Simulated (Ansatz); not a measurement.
## CdInI3 (model cell, started as cubic perovskite with Cd in the octahedra): a soft mode frozen in

Aim: this structure of CdInI3 (model cell, started as cubic perovskite with Cd in the octahedra) is to be tested for unstable modes, and one is followed downhill.

Calculated with Ansatz 0.2.0; DFT PBEsol, scalar-relativistic, plane waves, PAW; PAW set soft_1.

Most raw output is cut from this account.

The structure was built from a prototype and need not be the compound's stable phase.

## (1) Set-up

It takes space group Pm-3m (No. 221, cubic). The conventional cell has a = 5.778 Å, b = 5.778 Å, c = 5.778 Å, α = 90.00°, β = 90.00°, γ = 90.00°. In has 12 I at 4.09 Å nearest. Nearest to Cd lie 6 I at 2.89 Å. I has 2 Cd at 2.89 Å nearest. Farther neighbours and most contacts between anions are not listed.

## (2) The dispersion

The cell comes from relaxations at this level that are not shown. Stability and thermal properties need the whole zone. Linear response on a 2×2×2 q mesh gives force constants as far as a supercell of that size would.

input.yaml reads:

```yaml
crystal:
  lattice:
    - [5.777575321, 0.0, 0.0]
    - [0.0, 5.777575321, 0.0]
    - [0.0, 0.0, 5.777575321]
  atoms:
    - { symbol: In, position: [0.0, 0.0, 0.0] }
    - { symbol: Cd, position: [0.5, 0.5, 0.5] }
    - { symbol: I, position: [0.5, 0.5, 0.0] }
    - { symbol: I, position: [0.5, 0.0, 0.5] }
    - { symbol: I, position: [0.0, 0.5, 0.5] }
kpoints:
  mp_grid: { grid: [6, 6, 6] }
hamiltonian:
  xc: pbesol
  pseudopotentials: { kind: paw, azcp: { folder: soft_1 }, xc_functional: pbe }
scf:
  occupations: { method: methfessel_paxton, width: 0.2 }
output:
  eigenvalues: true
phonons:
  method: dfpt
  qmesh: [2, 2, 2]
  temperatures: { t_max: 1000, t_step: 50 }
  qpath:
    path:
      - [[0.0, 0.0, 0.0], [0.0, 0.5, 0.0], [0.5, 0.5, 0.0], [0.0, 0.0, 0.0], [0.5, 0.5, 0.5], [0.0, 0.5, 0.0]]
      - [[0.5, 0.5, 0.5], [0.5, 0.5, 0.0]]
    npoints: 10
```

Command:

```console
$ ansatz run input.yaml --threads 4 --pin off --max-ram 16384MiB --backend cpu --events-out ev --progress --plain --runs-dir out
```

It took 7 min on 4 threads of Arm Neoverse V1, shared host; peak memory 1.8 GiB.

Numbers from this step:

- volume per atom: 38.57 Å³
- gap on the k-mesh: 0 eV
- sum-rule residual before enforcement: 1.20e-4 eV/Å²
- lowest frequency on the path: -51.03 cm⁻¹
- point group: m-3m
- highest frequency on the path or at a solved wavevector: 150.9 cm⁻¹
- highest optical mode at the zone centre (no LO-TO term): 140.4 cm⁻¹
- lowest optical zone-centre mode: -51.03 cm⁻¹
- lowest mode on the q mesh (acoustic modes at Γ apart): -51.03 cm⁻¹

Frequencies (cm⁻¹) solved at each irreducible wavevector; negative means imaginary. Frequencies by wavevector, by row:

| q in reciprocal lattice units | star | mode 1 | mode 2 | mode 3 | mode 4 | mode 13 | mode 14 | mode 15 |
| --- | --- | --- | --- | --- | --- | --- | --- | --- |
| 0 0 0 | 1 | -51 | -51 | -51 | -11.8 | 140.4 | 140.4 | 140.4 |
| 0 0 -0.5 | 3 | -44.6 | -44.6 | -15.9 | -15.9 | 122.4 | 140.8 | 140.8 |
| 0 -0.5 -0.5 | 3 | -45.6 | -45.6 | -45 | -36 | 114 | 137.4 | 141.2 |
| -0.5 -0.5 -0.5 | 1 | -48.6 | -48.6 | -48.6 | -44.3 | 117.4 | 117.4 | 148.1 |

Interpolated from a 2×2×2 q mesh. The phonon branches at the labelled points (cm⁻¹):

| point | branch 1 | branch 2 | branch 3 | branch 4 | branch 12 | branch 13 | branch 14 | branch 15 |
| --- | --- | --- | --- | --- | --- | --- | --- | --- |
| Γ | -51 | -51 | -51 | -12 | 19 | 140 | 140 | 140 |
| halfway | -48 | -48 | -38 | -12 | 71 | 137 | 140 | 140 |
| X | -45 | -45 | -16 | -16 | 112 | 122 | 141 | 141 |
| halfway | -45 | -41 | -38 | -36 | 110 | 113 | 141 | 142 |
| M | -46 | -46 | -45 | -36 | 114 | 114 | 137 | 141 |
| halfway | -46 | -45 | -37 | -30 | 78 | 127 | 141 | 144 |
| Γ | -51 | -51 | -51 | -12 | 19 | 140 | 140 | 140 |
| halfway | -45 | -45 | -37 | -33 | 83 | 127 | 127 | 150 |
| R | -49 | -49 | -49 | -44 | 117 | 117 | 117 | 148 |
| halfway | -44 | -44 | -42 | -38 | 106 | 114 | 127 | 150 |
| X | -45 | -45 | -16 | -16 | 112 | 122 | 141 | 141 |
| jump to R | -49 | -49 | -49 | -44 | 117 | 117 | 117 | 148 |
| halfway | -47 | -47 | -45 | -43 | 116 | 116 | 118 | 149 |
| M | -46 | -46 | -45 | -36 | 114 | 114 | 137 | 141 |

Symmetry leaves 4 wavevectors to solve. The lowest mode among them, the acoustic zeros apart, lies at Γ and is imaginary, 51.0i cm⁻¹, so the energy falls along it.

## (3) The mode frozen in, largest atomic shift 0 Å

The mode followed lies at Γ with frequency 51.0i cm⁻¹ and is 3-fold degenerate, the softest among the wavevectors solved. At small amplitude the distorted cell has space group no. 160 by a symmetry search on the positions. The undistorted cell that holds it gives the zero of energy on the same k mesh.

input.yaml, the sections that differ from step 2:

```yaml
output:
  forces: true
  stress: true
  eigenvalues: true
# crystal, kpoints, hamiltonian, scf: as in step 2
# phonons: removed
```

Wall time 3.4 s (4 threads); peak memory 0.6 GiB.

Numbers from this step:

```yaml
pressure: 1.77e-4 GPa
energy_from_the_undistorted_cell: 0 meV/atom
```

The run ends at a pressure of 0.00 GPa.

## (4) The mode frozen in, largest atomic shift 0.6 Å

The atoms are moved along the unstable eigenvector, the largest shift by 0.6 Å, with the cell fixed.

input.yaml, the sections that differ from step 3:

```yaml
crystal:
  lattice:
    - [5.777575321, 0.0, 0.0]
    - [0.0, 5.777575321, 0.0]
    - [0.0, 0.0, 5.777575321]
  atoms:
    - { symbol: In, position: [0.0599577058, -0.0599577058, -0.0599577058] }
    - { symbol: Cd, position: [0.5044193803, 0.4955806197, 0.4955806197] }
    - { symbol: I, position: [0.4732377032, 0.5267622968, 0.0046374562] }
    - { symbol: I, position: [0.4732377032, 0.0046374562, 0.5267622968] }
    - { symbol: I, position: [-0.0046374562, 0.5267622968, 0.5267622968] }
# kpoints, hamiltonian, scf, output: as in step 3
```

Wall time 9.4 s (4 threads); peak memory 0.61 GiB.

Numbers from this step:

* pressure: 0.5425 GPa
* energy from the undistorted cell: -38.16 meV/atom

The energy, extrapolated to zero smearing, is -38.16 meV/atom against the undistorted cell.

The run ends at a pressure of 0.54 GPa, with forces up to 0.20 eV/Å.

## (5) Energy along the mode, all amplitudes (two of the runs are shown above)

An imaginary frequency means negative curvature, so the energy should fall and then rise again as anharmonic terms take over.

Numbers from this step:

```
depth at the lowest point sampled  : 38.16 meV/atom
largest atomic shift at that point : 0.6 Å
```

Energy from the parent against largest atomic shift:

| largest atomic shift (Å) | energy from the parent (meV/atom) |
| --- | --- |
| 0.000 | 0 |
| 0.040 | -0.256 |
| 0.080 | -1.02 |
| 0.140 | -3.08 |
| 0.220 | -7.41 |
| 0.320 | -14.9 |
| 0.450 | -26.4 |
| 0.600 | -38.2 |

Displacement at unit largest shift by atom:

| atom | x (Å) | y (Å) | z (Å) | size |
| --- | --- | --- | --- | --- |
| In1 | 0.577 | -0.577 | -0.577 | 0.999 |
| Cd2 | 0.043 | -0.043 | -0.043 | 0.074 |
| I3 | -0.258 | 0.258 | 0.045 | 0.368 |
| I4 | -0.258 | 0.045 | 0.258 | 0.368 |
| I5 | -0.045 | 0.258 | 0.258 | 0.368 |

The lowest of the steps tried is the last one, at 0.6 Å, 38.2 meV/atom below the parent; the bottom of the well need not coincide with a step.

## (6) Relaxation from the frozen mode

Starting from the lowest point found, all atoms and the cell are let go, so that strain and other modes of the same symmetry can join in.

Edit input.yaml of step 4 so:

```diff
@@ -22 +22,6 @@
   eigenvalues: true
+relax:
+  adjacent_minimum: "off"
+  f_tol: 0.002
+  max_steps: 120
+  cell: { stress_tol: 0.03 }
```

The job ended after 67 s (4 threads; peak memory 0.68 GiB).

Relaxation path:

| step | energy less that of the first step (eV) | largest force component (eV/Å) | pressure (GPa) | volume (Å³) |
| --- | --- | --- | --- | --- |
| 1 | 0.0000 | 0.1168 | 0.54 | 192.86 |
| 2 | -0.0301 | 0.0891 | 0.07 | 197.96 |
| 3 | -0.0402 | 0.0589 | 0.15 | 201.19 |
| 4 | -0.0447 | 0.0167 | -0.02 | 201.77 |
| 5 | -0.0452 | 0.0035 | 0.01 | 201.20 |
| 6 | -0.0452 | 0.0009 | -0.01 | 201.30 |
| 7* | -0.0460 | 0.0009 | -0.01 | 201.30 |

Relaxation steps marked * repeat the geometry before them on a plane-wave basis chosen anew for their cell, so energy and pressure can jump there.

Forces are held to the 6 operations that the run works with; a distortion that breaks them can't arise in this run.

| conventional cell, symmetrised | before | after | change |
| --- | --- | --- | --- |
| a (Å) | 8.171 | 8.174 | +0.0 % |
| b (Å) | 8.171 | 8.174 | +0.0 % |
| c (Å) | 10.007 | 10.436 | +4.3 % |
| volume (Å³/atom) | 38.57 | 40.26 | +4.4 % |

The atoms that moved most (Å, as changes of fractional coordinates times the final cell):

| atom | dx | dy | dz | length |
| --- | --- | --- | --- | --- |
| In1 | 0.162 | -0.162 | -0.162 | 0.281 |
| Cd2 | -0.085 | 0.085 | 0.085 | 0.148 |
| I3 | -0.006 | 0.006 | 0.066 | 0.066 |
| I4 | -0.006 | 0.066 | 0.006 | 0.066 |
| I5 | -0.066 | 0.006 | 0.006 | 0.066 |

Final coordinates:

```xyz
5
Lattice="5.8618 -0.0817 -0.0817 -0.0817 5.8618 0.0817 -0.0817 0.0817 5.8618" Properties=species:S:1:pos:R:3 pbc="T T T"
In    0.5237   -0.5237   -0.5237
Cd    2.7905    2.9896    2.9896
I     2.7249    3.0552    0.0972
I     2.7249    0.0972    3.0552
I    -0.1789    3.1369    3.1369
```

Numbers from this step:

```yaml
pressure: -0.01182 GPa
volume_per_atom: 40.26 Å³
```

The distorted start has space group R3m; the relaxation ends in R3m.

## (7) The new phase in its own primitive cell

The relaxed structure is symmetrised, reduced to its primitive cell and relaxed tightly, as its phonons need.

input.yaml, the sections that differ from step 6:

```yaml
crystal:
  lattice:
    - [4.0871513795, 2.3597179491, 3.4786286183]
    - [-4.0871513795, 2.3597179491, 3.4786286183]
    - [0.0, -4.7194358983, 3.4786286183]
  atoms:
    - { symbol: In, position: [0.0869226336, 0.0869226336, 0.0869226336] }
    - { symbol: Cd, position: [0.4902615313, 0.4902615313, 0.4902615313] }
    - { symbol: I, position: [0.472424769, 0.9841813334, 0.472424769] }
    - { symbol: I, position: [0.9841813334, 0.472424769, 0.472424769] }
    - { symbol: I, position: [0.472424769, 0.472424769, 0.9841813334] }
relax:
  adjacent_minimum: "off"
  f_tol: 0.001
  max_steps: 60
  cell: { stress_tol: 0.01 }
# kpoints, hamiltonian, scf, output: as in step 6
```

Wall time 32 s (4 threads); peak memory 0.66 GiB; 2.1 min of CPU time.

Little changed from the start: no atom moved by 0.005 Å and no cell edge by 0.1 %.

Numbers from this step:

- pressure: -0.001723 GPa
- volume per atom: 40.24 Å³

The largest force component left is 0.22 meV/Å and the pressure is -0.002 GPa, within the tolerances set. The cell now holds 40.24 Å³/atom.

## (8) Modes of the new phase

A relaxed structure may still be a saddle point, so its zone-centre modes are computed. No field response is asked, since the mesh shows no gap.

input.yaml, the sections that differ from step 7:

```yaml
crystal:
  lattice:
    - [4.0868367014, 2.3595362697, 3.4774852156]
    - [-4.0868367014, 2.3595362697, 3.4774852156]
    - [0.0, -4.7190725394, 3.4774852155]
  atoms:
    - { symbol: In, position: [0.0868398029, 0.0868398029, 0.0868398029] }
    - { symbol: Cd, position: [0.4903012192, 0.4903012192, 0.4903012192] }
    - { symbol: I, position: [0.4724157714, 0.9842424714, 0.4724157714] }
    - { symbol: I, position: [0.9842424714, 0.4724157714, 0.4724157714] }
    - { symbol: I, position: [0.4724157714, 0.4724157714, 0.9842424714] }
output:
  eigenvalues: true
phonons:
  method: dfpt
# kpoints, hamiltonian, scf: as in step 7
# relax: removed
```

Elapsed: 3.7 min, on 4 threads; peak memory 3.1 GiB; 15 min of CPU time.

Numbers from this step:

```yaml
sum_rule_residual_before_enforcement: 1.58e-4 eV/Å²
point_group: 3m
highest_optical_mode_at_the_zone_centre_no_lo_to_term: 128.6 cm⁻¹
lowest_optical_zone_centre_mode: 6.46 cm⁻¹
```

Patterns of degenerate modes are one choice out of their space. Modes at Γ, with each element's share of the kinetic energy:

| mode | frequency (cm⁻¹) | symmetry | In % | Cd % | I % |
| --- | --- | --- | --- | --- | --- |
| 1 | 0.0 | acoustic | 19 | 18 | 63 |
| 2 | 0.0 | acoustic | 19 | 18 | 63 |
| 3 | 0.0 | acoustic | 19 | 18 | 63 |
| 4 | 6.5 | A2 | 0 | 0 | 100 |
| 5 | 11.4 | E | 1 | 40 | 59 |
| 6 | 11.4 | E | 1 | 40 | 59 |
| 7 | 15.3 | E | 54 | 11 | 36 |
| 8 | 15.3 | E | 54 | 11 | 36 |
| 9 | 26.9 | A1 | 21 | 48 | 31 |
| 10 | 63.4 | E | 26 | 0 | 74 |
| 11 | 63.4 | E | 26 | 0 | 74 |
| 12 | 65.5 | A1 | 60 | 4 | 36 |
| 13 | 120.7 | E | 0 | 31 | 69 |
| 14 | 120.7 | E | 0 | 31 | 69 |
| 15 | 128.6 | A1 | 0 | 29 | 71 |

Displacements in mode 7 (15.3 cm⁻¹), the largest set to 1:
```
In1  0.11  1.00  0.00
Cd2 -0.05 -0.45  0.00
I3  -0.18 -0.29 -0.21
I4   0.17 -0.25 -0.31
I5  -0.04  0.03  0.52
```

Displacements in mode 13 (120.7 cm⁻¹), the largest set to 1:
```
In1  0.00  0.01  0.00
Cd2  0.00  1.00  0.00
I3   0.48 -0.02 -0.37
I4  -0.48 -0.02 -0.37
I5   0.00 -0.85  0.75
```

Before it was imposed, the acoustic sum rule was missed by 1.6e-4 eV/Å². Small misses are needed for a sound result but don't prove that mesh and cutoff are converged. The lowest optical mode is real, 6.5 cm⁻¹.

## (9) Results

```
unstable mode of the parent                                                      : q = (0, 0, 0), 51i cm⁻¹
depth at the lowest point sampled                                                : 38.2 meV/atom
largest atomic shift at that point                                               : 0.6 Å
space group reached (within 0.01 Å)                                              : R3m
energy gained over the parent (first relaxation, on the mesh of the frozen mode) : 47.6 meV/atom
volume per atom, phase reached                                                   : 40.2 Å³
lowest optical zone-centre mode, phase reached                                   : 6.5 cm⁻¹
highest optical mode at the zone centre (no LO-TO term), phase reached           : 129 cm⁻¹
```

In words: Along this mode the structure falls into R3m, 47.6 meV/atom below the parent. At the parent's cell the well is 38.16 meV/atom deep on the steps tried, with its lowest point at a shift of 0.6 Å. That is the last step tried, so the steps alone don't bracket the bottom of the well. Relaxing atoms and cell changes the gain by +9.47 meV/atom against the lowest step (energies at zero smearing). The new phase has no imaginary mode at the zone centre of its cell; other wavevectors were not checked. Of the 6 patterns followed to their end from this parent, this one ends 20.5 meV/atom above the lowest, P4mm. Another end point lies within 1 meV/atom; how such a difference moves with mesh and cutoff was not tested. Each path keeps the symmetry of its pattern, so a lower phase may lie along a pattern not tried. With no gap, or one that is small against the smearing, the frequencies hang on the k mesh and the smearing, most of all near Kohn anomalies. A semilocal functional can close a gap that the real compound would have, so the metallic treatment may be an artefact of the level. An optical mode within 15 cm⁻¹ of zero is at the mercy of small errors in the force constants, and even its sign is uncertain. Spin-orbit coupling is left out, which can matter for the heavy elements here. The PAW files were made for PBE and serve the other functionals too. The starting cell was built on a prototype and not taken from a measurement, so the phase need not exist.

[Logs are printed without paths, hosts, clocks, repeated set-up lines and the standing remarks that a program may print on its own settings, such as how far it seeks lower states.]

[Hosts, paths, dates, database ids (printed as entryN), source tags and the programs' standing remarks are cut or masked in the printed files.]
